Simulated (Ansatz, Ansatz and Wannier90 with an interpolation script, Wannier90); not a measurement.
# From a coarse GW mesh to bands everywhere: BaSrMgWO6 (F-43m), part 3 of 3

Wanted: quasiparticle gap and band widths of BaSrMgWO6 (F-43m) over the whole zone.

Ansatz 0.2.0; LDA, Wannier functions and G0W0, plane waves, PAW. Known limits of the many-body steps: not at the basis limit; no spin-orbit coupling.

So far. Step 2 (LDA bands): The gap is indirect, with the least direct gap 0.06 eV higher. The pressure of -13 GPa says that this functional would shrink the cell; it is kept. Step 4 (Wannier functions by Wannier90 (O:2p W:5d) on 8×8×8): Near the gap the model misses directly solved bands by 0.1 meV r.m.s. and by 1 meV at most in the window tested. This tests the starting bands, not the corrections carried with them.

**5. G0W0 at every point of the mesh: 4×4×4 mesh, 506 empty bands, screening to 140 eV**

Now the one-shot GW correction: screening in the RPA, then the self-energy of the levels asked for.

This step: G0W0 on LDA, plane waves, PAW.

Contents of input.yaml:

```yaml
crystal:
  lattice:
    - [0.0, 4.068012, 4.068012]
    - [4.068012, 0.0, 4.068012]
    - [4.068012, 4.068012, 0.0]
  atoms:
    - { symbol: Ba, position: [0.25, 0.25, 0.25] }
    - { symbol: Sr, position: [0.75, 0.75, 0.75] }
    - { symbol: Mg, position: [0.5, 0.5, 0.5] }
    - { symbol: W, position: [0.0, 0.0, 0.0] }
    - { symbol: O, position: [0.240848, 0.759152, 0.240848] }
    - { symbol: O, position: [0.240848, 0.240848, 0.759152] }
    - { symbol: O, position: [0.759152, 0.240848, 0.240848] }
    - { symbol: O, position: [0.759152, 0.240848, 0.759152] }
    - { symbol: O, position: [0.759152, 0.759152, 0.240848] }
    - { symbol: O, position: [0.240848, 0.759152, 0.759152] }
kpoints:
  mp_grid: { grid: [4, 4, 4] }
hamiltonian:
  xc: lda
scf:
  occupations: { method: fixed }
gw:
  n_empty_bands: 506
  ecut_chi: 140.0
  qp_bands: [v18, c3]
  screening: { model: contour_deformation }
```

Started as:

```
$ ansatz run input.yaml --threads 4 --pin off --max-ram 18432MiB --backend cpu --events-out ev --progress --plain --runs-dir out
```

Numbers of over 12 decimals in the logs are rounded to 6 here.

The program printed:

```text
[...]
Crystal: 10 atoms, lattice volume = 134.641 Å³
Basis set: ecut = 420 eV, 2685 PW (Γ)
Bands: 50, of which v1, the nominal top of the filled ones, is band 40 counted from 1 (39 counted from 0)
Symmetry: 24 space group operations
[...]
k-points: 8 of 64 (time reversal used)
[...]
SCF iter   1: F=—  HF=-24600.234325 eV  |F-HF|=—  |Δ(HF+E_count)|=         —  Δρ=1.82e-2  dr2=4.31e-1  ethr=1.77e-3  ⟨swp⟩=5.1  Hψ=1505  notcnv=0  defer=56
[...]
SCF iter   8: F=-24600.131575 eV  HF=-24600.131575 eV  |F-HF|=4.51e-9  |Δ(HF+E_count)|=   3.11e-8  Δρ=1.55e-6  dr2=6.01e-9  ethr=1.25e-10  ⟨swp⟩=2.8  Hψ=758  notcnv=0
SCF 1 converged in 8 iterations: F = -24600.131575 eV  dr2 = 6.01e-9
[...]
G₀W₀ screening: q 1/8
[... further progress lines ...]
[...]
SCF converged after 8 iterations
Free energy (F): -24600.131575 eV
[...]
Internal energy: -24600.131575 eV  (E = F + TS)
E sigma→0 (E₀):  -24600.131575 eV
Fermi energy:    8.710506 eV
[...]
--- Band table (eV; the first three rows and the last of 8) ---
  k-point 0: bands = [... 36 lower, 8.3100, 8.7105, 8.7105, 8.7105, 11.5551, 11.5551, 11.5551, 13.7134, ... 6 higher]
  k-point 1: bands = [... 36 lower, 8.1826, 8.4225, 8.4225, 8.5550, 11.6976, 11.7896, 11.7896, 14.4207, ... 6 higher]
  k-point 2: bands = [... 36 lower, 8.0105, 8.1500, 8.1500, 8.3077, 11.8202, 11.9447, 11.9447, 15.5798, ... 6 higher]
  k-point 7: bands = [... 36 lower, 7.5018, 7.6771, 8.2165, 8.3030, 11.8970, 11.9217, 12.4688, 15.3690, ... 6 higher]
--- G₀W₀: contour deformation, 6 samples at zero and on the imaginary axis and 3 off it, 64 q-points, 506 empty bands' worth ---
  eigenvalues of the whole cell's RPA ε∞ on this k-mesh (on a slab, of 1 + 4πα/V) = 4.4358, 4.4358, 4.4358; static W/v taken at q = 0 is 0.225438
  `?` marks the rows in doubt; gw_qp.tsv's column doubts and the gw_qp event give each row's grounds
    ik  band        ε_KS         Σx   Σc(E_QP)       V_xc       Z   E_QP_lin       E_QP  E_QP is
     0    23      3.4901   -24.0842     5.6655   -17.8897  0.6487     2.9416     2.9611  root
     0    24      4.8655   -26.5616     5.1027   -20.9579  0.6783     4.3543     4.3646  root
     0    25      4.8655   -26.5616     5.1027   -20.9579  0.6783     4.3543     4.3646  root
     0    26      5.1234   -23.6609     4.5875   -18.6564  0.6312     4.7106     4.7062  root
     0    27      5.1234   -23.6609     4.5875   -18.6564  0.6312     4.7106     4.7062  root
     0    28      5.1234   -23.6609     4.5875   -18.6564  0.6312     4.7106     4.7062  root
     0    29      6.1495   -24.9628     4.7160   -19.6333  0.7040     5.5196     5.5360  root
     0    30      6.1495   -24.9628     4.7160   -19.6333  0.7040     5.5196     5.5360  root
     0    31      6.1495   -24.9628     4.7160   -19.6333  0.7040     5.5196     5.5360  root
     0    32      7.6301   -24.6044     4.5162   -19.5876  0.7156     7.1233     7.1295  root
     0    33      7.6301   -24.6044     4.5162   -19.5876  0.7156     7.1233     7.1295  root
     0    34      7.6301   -24.6044     4.5162   -19.5876  0.7156     7.1233     7.1295  root
     0    35      8.3100   -25.8570     4.2785   -21.0874  0.7375     7.8147     7.8190  root
     0    36      8.3100   -25.8570     4.2785   -21.0874  0.7375     7.8147     7.8190  root
[...]
6    26      5.1240   -23.0726     4.4988   -18.2535  0.5994     4.7980     4.8037  root ?
     6    27      5.1240   -23.0726     4.4988   -18.2535  0.5994     4.7980     4.8037  root ?
[...]
7    39      8.2165   -25.1004     4.4693   -20.1298  0.7267     7.7102     7.7153  root
     7    40      8.3030   -25.1699     4.4157   -20.2558  0.7285     7.7998     7.8046  root
     7    41     11.8970   -15.6667    -4.3629   -21.2091  0.7710    13.0974    13.0765  root
     7    42     11.9217   -15.7287    -4.3406   -21.2611  0.7702    13.1349    13.1135  root
     7    43     12.4688   -16.9515    -4.4582   -22.6528  0.7543    13.7409    13.7118  root
```

Wall time 11 min (4 threads of Arm Neoverse V2, shared host); peak memory 3.6 GiB; 41 min of CPU time.

This step gave:

```yaml
bands_summed: 546
rpa_eps_infinity_on_this_mesh_eigenvalues: 4.436, 4.436, 4.436
plane_waves_in_the_screening_matrix: 531
q_points_in_the_mesh: 64
g0w0_gap_on_the_mesh: 4.255 eV
k_of_the_valence_top: 0, 0, 0
k_of_the_conduction_bottom: 0, -0.5, -0.5
starting_gap_on_the_mesh: 2.644 eV
z_at_the_valence_top: 0.7300
z_at_the_conduction_bottom: 0.7843
least_direct_g0w0_gap_on_the_computed_points: 4.326 eV
```

The gap on the mesh goes from 2.64 eV to 4.26 eV, a correction of +1.61 eV. Between the two edge states, bare exchange in place of the xc potential would open the gap by 10.48 eV, and correlation takes back 8.87 eV.

**6. Interpolating the corrections**

A script adds the corrections, carried to the Wannier functions and back, to the LDA levels, along the path and on a 13×13×13 mesh.

| Quantity | Value |
| --- | --- |
| G0W0 gap over the zone | 4.255 eV |
| valence top at | Γ |
| conduction bottom at | X |
| starting gap over the zone | 2.644 eV |
| least direct G0W0 gap | 4.326 eV |
| G0W0 gap on the mesh | 4.255 eV |
| valence width, start | 5.321 eV |
| valence width, G0W0 | 5.361 eV |
| gap by a rigid shift | 4.255 eV |

Levels solved directly plus the interpolated quasiparticle correction. Limits: finite bands, cutoff and mesh; no spin-orbit coupling. Quasiparticle bands along the path, in eV, zero at the valence-band top of each set:

```csv
point,band 37,band 38,band 39,band 40,band 41,band 42,band 43
Γ,-0.44,0.00,0.00,0.00,4.45,4.45,4.45
halfway,-0.80,-0.45,-0.45,-0.04,4.34,5.00,5.00
X,-1.14,-0.86,-0.86,-0.07,4.25,5.46,5.46
halfway,-1.11,-1.02,-0.86,-0.12,4.34,5.40,5.42
U,-0.96,-0.96,-0.84,-0.26,4.53,5.24,5.31
jump to K,-0.96,-0.96,-0.84,-0.26,4.53,5.24,5.31
halfway,-0.64,-0.46,-0.39,-0.24,4.67,4.81,4.81
Γ,-0.44,0.00,0.00,0.00,4.45,4.45,4.45
halfway,-0.57,-0.32,-0.32,-0.17,4.61,4.71,4.71
L,-0.75,-0.61,-0.61,-0.45,4.75,4.88,4.88
halfway,-0.88,-0.81,-0.58,-0.47,4.81,4.86,5.18
W,-1.28,-1.12,-0.54,-0.45,4.82,4.86,5.46
halfway,-1.04,-0.99,-0.94,-0.18,4.43,5.27,5.46
X,-1.14,-0.86,-0.86,-0.07,4.25,5.46,5.46
```

The same for LDA:

```csv
point,band 37,band 38,band 39,band 40,band 41,band 42,band 43
Γ,-0.40,0.00,0.00,0.00,2.84,2.84,2.84
X,-1.07,-0.79,-0.79,-0.06,2.64,3.76,3.76
U,-0.89,-0.89,-0.77,-0.24,2.91,3.57,3.63
K,-0.89,-0.89,-0.77,-0.24,2.91,3.57,3.63
Γ,-0.40,0.00,0.00,0.00,2.84,2.84,2.84
L,-0.70,-0.56,-0.56,-0.40,3.11,3.23,3.23
W,-1.21,-1.03,-0.49,-0.41,3.19,3.21,3.76
X,-1.07,-0.79,-0.79,-0.06,2.64,3.76,3.76
```

Minima of the lowest conduction band, from levels solved directly at the displaced points, plus the interpolated correction; masses are left empty at degenerate points, on flat bands and where the interpolated correction rules the curvature; G0W0 masses are rough. Conduction valleys, by row:

```csv
point,k (reciprocal lattice),valleys in the zone,G0W0 level above the valence top (eV),LDA level above the valence top (eV),G0W0 principal masses (m_e),LDA principal masses (m_e)
X,-0.500 -0.500 0.000,3,4.255,2.644,0.768 0.768 8.301,0.796 0.796 6.417
```

Second differences of levels solved directly at the displaced points, plus the interpolated correction, at the quasiparticle band edges; no spin-orbit coupling; left empty where the band is flat or the interpolated correction rules the curvature. Effective masses, by row:

```csv
carrier,point,Cartesian direction,band,LDA mass (m_e),G0W0 mass (m_e)
hole,Γ,100,39,0.995,0.917
hole,Γ,100,38,0.993,0.916
hole,Γ,010,39,0.995,0.917
hole,Γ,010,38,0.993,0.916
hole,Γ,001,39,0.995,0.917
hole,Γ,001,38,0.994,0.917
hole,Γ,110,40,3.161,2.861
hole,Γ,110,39,1.324,1.191
hole,Γ,110,38,0.994,0.917
hole,Γ,111,40,2.51,2.315
hole,Γ,111,39,1.19,1.081
hole,Γ,111,38,1.19,1.081
electron,X,100,41,0.809,0.78
electron,X,010,41,0.809,0.78
electron,X,110,41,0.804,0.776
electron,X,111,41,1.146,1.122
```

Corrections by starting level (eV, on the run's own energy scale, so only their differences matter):

```csv
start,correction
-5.32,−0.50
-4.33,−0.52
-3.95,−0.39
-3.62,−0.37
-3.56,−0.40
-2.56,−0.58
-2.20,−0.59
-1.76,−0.55
-1.35,−0.55
-1.08,−0.50
-0.79,−0.52
-0.53,−0.50
-0.40,−0.49
0.00,−0.46
2.64,+1.16
3.21,+1.19
3.76,+1.24
```

**7. LDA+SOC bands, for comparison**

The many-body steps leave out spin-orbit coupling, so its effect is taken from a two-component run, with twice the bands.

This step: DFT, LDA with spin-orbit coupling, plane waves, PAW.

input.yaml, the sections that differ from step 5:

```yaml
kpoints:
  mp_grid: { grid: [4, 4, 4] }
  band_path:
    path:
      - [[0.0, 0.0, 0.0], [-0.5, -0.5, 0.0], [-0.375, -0.375, 0.25]]
      - [[-0.375, 0.0, 0.375], [0.0, 0.0, 0.0], [0.0, 0.0, 0.5], [-0.5, -0.25, 0.25], [-0.5, -0.5, 0.0]]
    npoints: 10
scf:
  occupations: { method: fermi_dirac, width: 0.02 }
  n_extra_bands: 14
magnetization:
  noncollinear: true
  spin_orbit: true
output:
  eigenvalues: true
  forces: true
  stress: true
# crystal, hamiltonian: as in step 5
# gw: removed
```

The program printed:

```text
[...]
non-collinear run that drives no moment, with spin-orbit: no starting moment large enough to seed its density (crystal.atoms[].spin), no starting occupations that ask for one, no magnetisation constraint and no magnetic field, so the semilocal B_xc is pinned to zero
Crystal: 10 atoms, lattice volume = 134.641 Å³
Basis set: ecut = 420 eV, 2685 PW (Γ)
Bands: 94, of which v1, the nominal top of the filled ones, is band 80 counted from 1 (79 counted from 0)
Symmetry: 24 space group operations + 24 with time reversal
[...]
k-points: 8 of 64 (time reversal used)
Projection manifold: j_resolved (fully-relativistic pseudo-atomic orbitals)
[...]
SCF iter   1: F=—  HF=-24634.270460 eV  |F-HF|=—  |Δ(HF+E_count)|=         —  Δρ=7.71e-2  dr2=1.81e1  dr2_m=0.00e0 (ungated)  ethr=3.10e-3  |M|=0.00e0 ∫|m|=0.00e0 μB  |m|>n=0.0e0 m-floor=0.0e0 τ_xc=0.0e0  β_m=0.30  ⟨swp⟩=10.5  Hψ=4328  notcnv=0
[...]
spin=Noncollinear: Resta preconditioning applied to the charge; magnetization (m_x, m_y, m_z) channels mix plain (no charge-response kernel on spin).
SCF iter   2: F=—  HF=-24630.825316 eV  |F-HF|=—  |Δ(HF+E_count)|=    3.45e0  Δρ=5.01e-2  dr2=6.63e0  dr2_m=0.00e0 (ungated)  ethr=3.10e-3  |M|=0.00e0 ∫|m|=0.00e0 μB  |m|>n=0.0e0 m-floor=0.0e0 τ_xc=0.0e0  β_m=0.52  ⟨swp⟩=4.6  Hψ=1488  notcnv=0  defer=68
[...]
site 7: m = (+0.0000, +0.0000, +0.0000) μB, |m| = 0.0000 μB  (R = 0.81 Å)
  site 8: m = (+0.0000, +0.0000, +0.0000) μB, |m| = 0.0000 μB  (R = 0.81 Å)
  site 9: m = (+0.0000, +0.0000, +0.0000) μB, |m| = 0.0000 μB  (R = 0.81 Å)
Free energy (F): -24628.984682 eV
[...]
Internal energy: -24628.984682 eV  (E = F + TS)
E sigma→0 (E₀):  -24628.984682 eV
Fermi energy:    10.026459 eV
[...]
--- Forces (eV/Å), atoms counted from 1 ---
  atom   1  Ba    -0.00000000     0.00000000     0.00000000
  atom   2  Sr     0.00000000     0.00000000     0.00000000
  atom   3  Mg     0.00000000    -0.00000000    -0.00000000
  atom   4  W      0.00000000    -0.00000000    -0.00000000
  atom   5  O      0.00000000    -0.93646818    -0.00000000
  atom   6  O      0.00000000    -0.00000000    -0.93646818
  atom   7  O     -0.93646818    -0.00000000     0.00000000
  atom   8  O      0.00000000     0.93646818     0.00000000
  atom   9  O      0.00000000     0.00000000     0.93646818
  atom  10  O      0.93646818     0.00000000     0.00000000
  max |Σ_I F_I| component: 6.73e-16 eV/Å
--- Stress (GPa, compression-positive) ---
      -13.456414      -0.000000      -0.000000
        0.000000     -13.456414       0.000000
       -0.000000       0.000000     -13.456414
  P = ⅓ Tr σ = -13.4564 GPa (-134.564 kbar)
--- Band table (eV; the first three rows and the last of 8) ---
  k-point 0: bands = [... 76 lower, 8.7157, 8.7157, 8.7157, 8.7157, 11.4487, 11.4487, 11.4487, 11.4487, ... 10 higher]
  k-point 1: bands = [... 76 lower, 8.4429, 8.4450, 8.5544, 8.5544, 11.5954, 11.5954, 11.6824, 11.6841, ... 10 higher]
  k-point 2: bands = [... 76 lower, 8.1866, 8.1866, 8.3069, 8.3069, 11.7067, 11.7067, 11.8432, 11.8432, ... 10 higher]
  k-point 7: bands = [... 76 lower, 8.2123, 8.2209, 8.3005, 8.3077, 11.7628, 11.7884, 11.9614, 11.9815, ... 10 higher]
[key lines of the parts left out:]
SCF converged after 10 iterations
Magnetization: |M| = 0.0000 μB,  M = (+0.0000, +0.0000, +0.0000) μB
```

Elapsed: 47 s, on 4 threads; peak memory 1.6 GiB.

Numbers from this step:

```
pressure             : -13.46 GPa
filled bands         : 80
gap                  : 2.620 eV
valence top at       : Γ
conduction bottom at : X
least direct gap     : 2.688 eV
```

The gap stands −0.02 eV against LDA.

**8. Results**

```json
{"LDA gap": "2.64 eV", "G0W0 gap over the zone": "4.25 eV, indirect", "least direct G0W0 gap, in the model": "4.33 eV", "with the spin-orbit change": "4.23 eV", "GW settings": "4×4×4 mesh, 506 empty bands, screening to 140 eV", "known limits": "not at the basis limit; no spin-orbit coupling"}
```

What this shows: The Wannier model follows the LDA bands to under 1 meV r.m.s. near the gap. The G0W0 gap over the zone is 4.25 eV, indirect, from Γ to X; on the mesh alone it is 4.26 eV, nearly the same. The valence width in the model goes from 5.32 eV to 5.36 eV. At the band edge the lightest electron mass is 0.80 m_e at the start and 0.78 m_e in G0W0; the G0W0 masses rest on corrections from the 4×4×4 mesh alone and are rough. LDA+SOC gives a gap of 2.62 eV on the same path, a spin-orbit change of −0.02 eV that would bring the G0W0 gap to 4.23 eV. Bands and cutoff are finite, so the gap is not at the basis limit. The miss can reach some tenths of an eV and take either sign; the mesh is an error of its own. Above the frozen window of the model the interpolated levels need not meet the computed ones, even at points of the mesh.

[Paths, hosts, dates, memory and timing lines, banners, echoed tables and standing remarks are left out of the program output.]

[Logs are printed without paths, hosts, clocks, repeated set-up lines and the standing remarks that a program may print on its own settings, such as how far it seeks lower states.]

[Runs of the session that timed out or met a known fault of the program may be left out.]

[Hosts, paths, dates, database ids (printed as entryN), source tags and the programs' standing remarks are cut or masked in the printed files.]
